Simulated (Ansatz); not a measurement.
## What ScB3 (built on the sites of a database entry of ScGa3) distorts into

Which phase does ScB3 (built on the sites of a database entry of ScGa3) fall into along its unstable mode, and how much energy does it gain?

Method: DFT LDA, scalar-relativistic, plane waves, norm-conserving pseudopotentials, in Ansatz 0.2.0.

Most raw output is cut from this account.

The structure was built from a prototype and need not be the compound's stable phase.

### 1. The structure

The structure is cubic, space group Pm-3m (No. 221). The conventional cell has a = 3.264 Å, b = 3.264 Å, c = 3.264 Å, α = 90.00°, β = 90.00°, γ = 90.00°. Nearest to Sc lie 12 B at 2.31 Å. B has 4 Sc at 2.31 Å and 8 B at 2.31 Å nearest. Farther neighbours are not listed.

Structure file:

```cif
data_structure
_symmetry_space_group_name_H-M 'Pm-3m'
_symmetry_Int_Tables_number 221
_cell_length_a 3.2640
_cell_length_b 3.2640
_cell_length_c 3.2640
_cell_angle_alpha 90.000
_cell_angle_beta 90.000
_cell_angle_gamma 90.000
_cell_volume 34.77
loop_
_atom_site_label
_atom_site_type_symbol
_atom_site_symmetry_multiplicity
_atom_site_Wyckoff_symbol
_atom_site_fract_x
_atom_site_fract_y
_atom_site_fract_z
_atom_site_occupancy
Sc1 Sc 1 a 0.00000 0.00000 0.00000 1
B1 B 3 c 0.00000 0.50000 0.50000 1
```

### 2. Response at finite wavevector

The cell comes from relaxations at this level that are not shown. Stability and thermal properties need the whole zone. Linear response on a 4×4×4 q mesh gives force constants as far as a supercell of that size would.

The input, input.yaml:

```yaml
crystal:
  lattice:
    - [3.264037933, 0.0, 0.0]
    - [0.0, 3.264037933, 0.0]
    - [0.0, 0.0, 3.264037933]
  atoms:
    - { symbol: Sc, position: [0.0, 0.0, 0.0] }
    - { symbol: B, position: [0.0, 0.5, 0.5] }
    - { symbol: B, position: [0.5, 0.0, 0.5] }
    - { symbol: B, position: [0.5, 0.5, 0.0] }
kpoints:
  mp_grid: { grid: [12, 12, 12] }
hamiltonian:
  xc: lda
  pseudopotentials: { kind: nc }
scf:
  occupations: { method: methfessel_paxton, width: 0.15 }
output:
  eigenvalues: true
phonons:
  method: dfpt
  qmesh: [4, 4, 4]
  temperatures: { t_max: 1000, t_step: 50 }
  qpath:
    path:
      - [[0.0, 0.0, 0.0], [0.0, 0.5, 0.0], [0.5, 0.5, 0.0], [0.0, 0.0, 0.0], [0.5, 0.5, 0.5], [0.0, 0.5, 0.0]]
      - [[0.5, 0.5, 0.5], [0.5, 0.5, 0.0]]
    npoints: 10
```

Started as:

```
$ ansatz run input.yaml --threads 4 --pin off --max-ram 7168MiB --backend cpu --events-out ev --progress --plain --runs-dir out
```

Wall time 21 min (4 threads of Arm Neoverse V1, shared host); peak memory 4.5 GiB.

This step gave:

```
volume per atom                                         : 8.694 Å³
gap on the k-mesh                                       : 0 eV
sum-rule residual before enforcement                    : 4.67e-5 eV/Å²
lowest frequency on the path                            : -529.3 cm⁻¹
point group                                             : m-3m
highest frequency on the path or at a solved wavevector : 644.7 cm⁻¹
highest optical mode at the zone centre (no LO-TO term) : 644.0 cm⁻¹
lowest optical zone-centre mode                         : -404.2 cm⁻¹
lowest mode on the q mesh (acoustic modes at Γ apart)   : -529.3 cm⁻¹
```

Frequencies (cm⁻¹) solved at each irreducible wavevector; negative means imaginary. Frequencies by wavevector, by row:

| q in reciprocal lattice units | star | mode 1 | mode 2 | mode 3 | mode 4 | mode 10 | mode 11 | mode 12 |
| --- | --- | --- | --- | --- | --- | --- | --- | --- |
| 0 0 0 | 1 | -404.2 | -404.2 | -404.2 | 0 | 644 | 644 | 644 |
| 0 0 0.25 | 6 | -361.7 | -361.7 | -328.1 | 142.1 | 617.6 | 617.6 | 621.9 |
| 0 0 -0.5 | 3 | -266.4 | -266.4 | -154.6 | 212.4 | 543.1 | 577 | 577 |
| 0 0.25 0.25 | 12 | -361.2 | -339.1 | -252.7 | 216.9 | 535.9 | 592.1 | 633.4 |
| 0 0.25 -0.5 | 12 | -326.5 | -312.3 | -101.3 | 286.5 | 561.5 | 565.2 | 612.6 |
| 0 -0.5 -0.5 | 3 | -436.1 | -270.8 | 122.9 | 320.6 | 591.9 | 619.7 | 619.7 |
| 0.25 0.25 0.25 | 8 | -412.4 | -258.8 | -258.8 | 210.3 | 569.7 | 622.8 | 622.8 |
| 0.25 0.25 -0.5 | 12 | -426 | -253.3 | -230.8 | 188.2 | 574.9 | 605.4 | 608.3 |
| 0.25 -0.5 -0.5 | 6 | -477.8 | -284.8 | -166.1 | 176.4 | 615.7 | 621.7 | 621.7 |
| -0.5 -0.5 -0.5 | 1 | -529.3 | -290.5 | -290.5 | 52.5 | 634.3 | 634.3 | 634.3 |

Interpolated from a 4×4×4 q mesh. The phonon branches at the labelled points (cm⁻¹):

| point | branch 1 | branch 2 | branch 3 | branch 4 | branch 9 | branch 10 | branch 11 | branch 12 |
| --- | --- | --- | --- | --- | --- | --- | --- | --- |
| Γ | -404 | -404 | -404 | 0 | 399 | 644 | 644 | 644 |
| halfway | -362 | -362 | -328 | 142 | 482 | 618 | 618 | 622 |
| X | -266 | -266 | -155 | 212 | 540 | 543 | 577 | 577 |
| halfway | -326 | -312 | -101 | 286 | 546 | 562 | 565 | 613 |
| M | -436 | -271 | 123 | 321 | 425 | 592 | 620 | 620 |
| halfway | -361 | -339 | -253 | 217 | 529 | 536 | 592 | 633 |
| Γ | -404 | -404 | -404 | 0 | 399 | 644 | 644 | 644 |
| halfway | -412 | -259 | -259 | 210 | 485 | 570 | 623 | 623 |
| R | -529 | -290 | -290 | 52 | 589 | 634 | 634 | 634 |
| halfway | -426 | -253 | -231 | 188 | 566 | 575 | 605 | 608 |
| X | -266 | -266 | -155 | 212 | 540 | 543 | 577 | 577 |
| jump to R | -529 | -290 | -290 | 52 | 589 | 634 | 634 | 634 |
| halfway | -478 | -285 | -166 | 176 | 547 | 616 | 622 | 622 |
| M | -436 | -271 | 123 | 321 | 425 | 592 | 620 | 620 |

Symmetry leaves 10 wavevectors to solve. The lowest mode among them, the acoustic zeros apart, lies at q = (-0.5, -0.5, -0.5) and is imaginary, 529.3i cm⁻¹, so the energy falls along it.

### 3. The mode frozen in, largest atomic shift 0 Å

The mode followed lies at q = (-0.5, -0.5, -0.5) with frequency 529.3i cm⁻¹, the softest among the wavevectors solved. At small amplitude the distorted cell has space group no. 225 by a symmetry search on the positions. The undistorted cell that holds it gives the zero of energy on the same k mesh.

System of this step: ScB3 (built on the sites of a database entry of ScGa3). Symmetry: Pm-3m, No. 221, cubic system. The conventional cell has a = 3.264 Å, b = 3.264 Å, c = 3.264 Å, α = 90.00°, β = 90.00°, γ = 90.00°. Nearest to Sc lie 12 B at 2.31 Å. Nearest to B lie 8 B at 2.31 Å and 4 Sc at 2.31 Å. Farther neighbours are not listed.

The input, input.yaml:

```yaml
crystal:
  lattice:
    - [3.264037933, 3.264037933, 0.0]
    - [3.264037933, 0.0, 3.264037933]
    - [3.264037933, 0.0, -3.264037933]
  atoms:
    - { symbol: Sc, position: [0.0, 0.0, 0.0] }
    - { symbol: Sc, position: [0.0, 0.5, 0.5] }
    - { symbol: B, position: [0.5, 0.5, 0.0] }
    - { symbol: B, position: [0.5, 0.0, 0.5] }
    - { symbol: B, position: [0.0, 0.0, 0.5] }
    - { symbol: B, position: [0.0, 0.5, 0.0] }
    - { symbol: B, position: [0.5, 0.0, 1.0] }
    - { symbol: B, position: [0.5, 0.5, 0.5] }
kpoints:
  mp_grid: { grid: [10, 10, 10] }
hamiltonian:
  xc: lda
  pseudopotentials: { kind: nc }
scf:
  occupations: { method: methfessel_paxton, width: 0.15 }
output:
  forces: true
  stress: true
  eigenvalues: true
```

Elapsed: 4.6 s, on 4 threads; peak memory 0.58 GiB.

Numbers from this step:

- pressure: -0.1451 GPa
- energy from the undistorted cell: 0 meV/atom

The run ends at a pressure of -0.15 GPa.

### 4. The mode frozen in, largest atomic shift 0.45 Å

The atoms are moved along the unstable eigenvector, the largest shift by 0.45 Å, with the cell fixed.

input.yaml, the sections that differ from step 3:

```yaml
crystal:
  lattice:
    - [3.264037933, 3.264037933, 0.0]
    - [3.264037933, 0.0, 3.264037933]
    - [3.264037933, 0.0, -3.264037933]
  atoms:
    - { symbol: Sc, position: [0.0, 0.0, 0.0] }
    - { symbol: Sc, position: [0.0, 0.5, 0.5] }
    - { symbol: B, position: [0.5, 0.5689330224, 0.0689330224] }
    - { symbol: B, position: [0.5, -0.0689330224, 0.4310669776] }
    - { symbol: B, position: [0.1378660448, -0.0689330224, 0.4310669776] }
    - { symbol: B, position: [-0.1378660448, 0.5689330224, 0.0689330224] }
    - { symbol: B, position: [0.5, -0.0689330224, 1.0689330224] }
    - { symbol: B, position: [0.5, 0.5689330224, 0.4310669776] }
# kpoints, hamiltonian, scf, output: as in step 3
```

Run time: 5.7 s. Hardware: 4 threads; peak memory 0.58 GiB; 22 s of CPU time.

This step gave:

| Quantity | Value |
| --- | --- |
| pressure | 31.85 GPa |
| energy from the undistorted cell | -326.4 meV/atom |

The energy, extrapolated to zero smearing, is -326.42 meV/atom against the undistorted cell.

The run ends at a pressure of 31.85 GPa, with forces up to 2.4 eV/Å.

### 5. Energy along the mode, all amplitudes (two of the runs are shown above)

An imaginary frequency means negative curvature, so the energy should fall and then rise again as anharmonic terms take over.

This step gave:

| Item | Value |
| --- | --- |
| depth at the lowest point sampled | 326.4 meV/atom |
| largest atomic shift at that point | 0.45 Å |

The energy from the parent by largest atomic shift:

| largest atomic shift (Å) | energy from the parent (meV/atom) |
| --- | --- |
| 0.000 | 0 |
| 0.040 | -7.26 |
| 0.080 | -28.2 |
| 0.140 | -82.3 |
| 0.220 | -185 |
| 0.320 | -326 |
| 0.450 | -326 |
| 0.600 | 485 |

Displacement at unit largest shift by atom:

| atom | x (Å) | y (Å) | z (Å) | size |
| --- | --- | --- | --- | --- |
| Sc1 | 0.00 | 0.00 | 0.00 | 0.00 |
| Sc2 | 0.00 | 0.00 | 0.00 | 0.00 |
| B3 | 1.00 | 0.00 | 0.00 | 1.00 |
| B4 | -1.00 | 0.00 | 0.00 | 1.00 |
| B5 | 0.00 | 1.00 | 0.00 | 1.00 |
| B6 | 0.00 | -1.00 | 0.00 | 1.00 |
| B7 | 0.00 | 0.00 | -1.00 | 1.00 |
| B8 | 0.00 | 0.00 | 1.00 | 1.00 |

The lowest of the steps tried is at 0.45 Å, 326 meV/atom below the parent; the bottom of the well need not coincide with a step.

### 6. Relaxing from the distorted cell

Starting from the lowest point found, all atoms and the cell are let go, so that strain and other modes of the same symmetry can join in.

input.yaml: that of step 4 with these lines changed.

```diff
@@ -25 +25,10 @@
   eigenvalues: true
+  write_density: true
+  write_potential: true
+  elf: true
+  volumetric_format: npy
+relax:
+  adjacent_minimum: "off"
+  f_tol: 0.002
+  max_steps: 120
+  cell: { stress_tol: 0.03 }
```

It took 49 s on 4 threads; peak memory 0.67 GiB.

Step by step:

| step | energy less that of the first step (eV) | largest force component (eV/Å) | pressure (GPa) | volume (Å³) |
| --- | --- | --- | --- | --- |
| 1 | 0.0000 | 2.3634 | 31.85 | 69.55 |
| 2 | -0.7202 | 1.6221 | 10.09 | 76.75 |
| 3 | -0.9361 | 0.3449 | 1.63 | 78.47 |
| 4 | -0.9468 | 0.0442 | 0.11 | 78.64 |
| 5 | -0.9470 | 0.0000 | 0.00 | 78.60 |
| 6* | -0.9572 | 0.0011 | 0.21 | 78.60 |
| 7 | -0.9572 | 0.0007 | 0.03 | 78.70 |
| 8* | -0.9573 | 0.0007 | 0.03 | 78.70 |

Relaxation steps marked * repeat the geometry before them on a plane-wave basis chosen anew for their cell, so energy and pressure can jump there.

Forces are held to the 48 operations that the run works with; a distortion that breaks them can't arise in this run.

| conventional cell, symmetrised | before | after | change |
| --- | --- | --- | --- |
| a (Å) | 6.528 | 6.803 | +4.2 % |
| b (Å) | 6.528 | 6.803 | +4.2 % |
| c (Å) | 6.528 | 6.803 | +4.2 % |
| volume (Å³/atom) | 8.69 | 9.84 | +13.2 % |

The atoms that moved most (Å, as changes of fractional coordinates times the final cell):

| atom | dx | dy | dz | length |
| --- | --- | --- | --- | --- |
| B3 | -0.021 | 0.000 | 0.000 | 0.021 |
| B5 | 0.000 | -0.021 | 0.000 | 0.021 |
| B6 | 0.000 | 0.021 | 0.000 | 0.021 |
| B8 | 0.000 | 0.000 | -0.021 | 0.021 |
| B7 | 0.000 | 0.000 | 0.021 | 0.021 |
| B4 | 0.021 | 0.000 | 0.000 | 0.021 |

Numbers from this step:

```
pressure        : 0.02899 GPa
volume per atom : 9.838 Å³
```

Valence density in the ac plane of a cell with a along [110], b along [-110] and c along [001] of the cube at fractional y = 0.000, with atoms of Sc and B within 0.2 Å of it. It is the smooth field of the valence electrons, not physical close to the nuclei.

Ten steps, logarithmic in the rise over the least value, from '0' (0.0 e/Å³) to '9' (5.8 e/Å³), each cell a mean:
```
001122222211000012222222100
111122332211101112233322111
222235775322222222467642222
433248998423343323699963233
543359999534455434798974345
454358998434545543699963455
555435775345555543467643455
555433333345555554333334555
555543223455555554322234555
455543223455545554322234555
555443223445555554322334555
555434554345555544345434455
454347997434545543589853455
454359999534545434799974345
443359999533444433799973344
332247997322333222589852223
111124554211111112345432111
001122222211000112222222110
001122222211000012222222100
```
Columns run along a (9.6 Å), rows up along c (6.8 Å), edges of the conventional cell, whose origin can differ from the input's. Atoms in or near the plane, at fractional coordinates: Sc at (0.25, 0.75), Sc at (0.75, 0.75), Sc at (0.25, 0.25), Sc at (0.75, 0.25), B at (0.00, 0.68), B at (0.50, 0.68), B at (0.00, 0.32), B at (0.50, 0.32).

Electrostatic potential energy in the ac plane of a cell with a along [110], b along [-110] and c along [001] of the cube at fractional y = 0.000, with atoms of Sc and B within 0.2 Å of it. With pseudopotentials it is smooth inside the atoms' cores, unlike the true potential.

Ten even steps from '0' (-99 eV) to '9' (16 eV), each cell a mean:
```
999999999999999999999999999
999999999999999999998999999
999998778999999999876789999
999985115899999999730379999
689983003899867898600068987
368985115898634799730379974
478998668998645899876789985
789999889999878899998999988
988999999998899889999999889
988899999988899889999999889
889999999999888899999999988
679998888999767899988899986
368987447898634799853589974
478984004898645898610178985
889983004899878998610168998
999987347899999999853589999
999998888999999999988899999
999999999999999999999999999
999999999999999999999999999
```
Columns run along a (9.6 Å; values clipped at the 3rd and 97th percentile), rows up along c (6.8 Å), edges of the conventional cell, whose origin can differ from the input's. Atoms in or near the plane, at fractional coordinates: Sc at (0.25, 0.75), Sc at (0.75, 0.75), Sc at (0.25, 0.25), Sc at (0.75, 0.25), B at (0.00, 0.68), B at (0.50, 0.68), B at (0.00, 0.32), B at (0.50, 0.32).

(Part 1 of 2 ends here.)

[Logs are printed without paths, hosts, clocks, repeated set-up lines and the standing remarks that a program may print on its own settings, such as how far it seeks lower states.]

[Hosts, paths, dates, database ids (printed as entryN), source tags and the programs' standing remarks are cut or masked in the printed files.]
